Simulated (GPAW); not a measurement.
BP (F-43m): refractive index against wavelength

The refractive index of BP (F-43m) below the direct gap (3.41 eV on the mesh) is read from one computed spectrum, n = √(Re ε).

Symmetry: F-43m, No. 216, cubic system. The conventional cell has a = 4.538 Å, b = 4.538 Å, c = 4.538 Å, α = 90.00°, β = 90.00°, γ = 90.00°. Around P on site c lie 4 B at 1.97 Å. B on site a has 4 P at 1.97 Å as nearest neighbours.

Method: GPAW 26.7.0, PBE, RPA, k-mesh 16×16×16, local fields up to 30 eV, Lorentzian half width 0.1 eV.

Launch of the response step: `OMP_NUM_THREADS=1 python df.py`. The run took 23 s, its band step included, on 1 thread of Arm Neoverse V2 (shared host).

```tsv
wavelength (nm)	photon energy E (eV)	n
1550	0.800	3.0141
1310	0.946	3.0243
1064	1.165	3.0432
850	1.459	3.0760
700	1.771	3.1216
633	1.959	?
532	2.331	3.2397
```

In the single-oscillator model n² − 1 = E₀E_d/(E₀² − E²), so 1/(n² − 1) = E₀/E_d − E²/(E₀E_d) is linear in E².

Working, on the rows shown:

| x = E² (eV²) | y = 1/(n² − 1) |
| --- | --- |
| 0.639837 | 0.123689 |
| 0.895757 | 0.122754 |
| 1.35784 | 0.12105 |
| 2.12762 | 0.118179 |
| 3.13716 | 0.114359 |
| 5.43137 | 0.105311 |

Means: x̄ = 2.2649, ȳ = 0.11756. Σ(x − x̄)(y − ȳ) = -0.0619, Σ(x − x̄)² = 16.14. Slope = -0.0619 / 16.14 = -0.003834; intercept = ȳ − slope · x̄ = 0.12624. Turned back into n, the line misses the rows shown by at most 0.0018.

What does the fit predict for the withheld row, and how well does it do?

At x = 3.8364 the line gives y = 0.11153, that is 3.1569. The run gave 3.1553, so the interpolation is off by 0.0016, 0.7 % of the range in the table.

Refitted with all rows, the slope is -0.003825 and the intercept 0.12624. These give E₀ = √(intercept/−slope) = 5.74 eV and E_d = E₀/intercept = 45.5 eV; E₀ is 1.7 times the direct gap. The electronic limit at long wavelengths, without lattice vibrations, is n = √(1 + 1/intercept) = 2.987. Excitons are left out; PBE gaps are as a rule too small. The values come from a sum over the points of one k-mesh and carry its error, which grows as the direct gap shrinks. The local-field cutoff holds few shells of reciprocal vectors for this small cell, so ε∞ can read a few per cent high.

[Logs are printed without paths, hosts, clocks, repeated set-up lines and the standing remarks that a program may print on its own settings, such as how far it seeks lower states.]
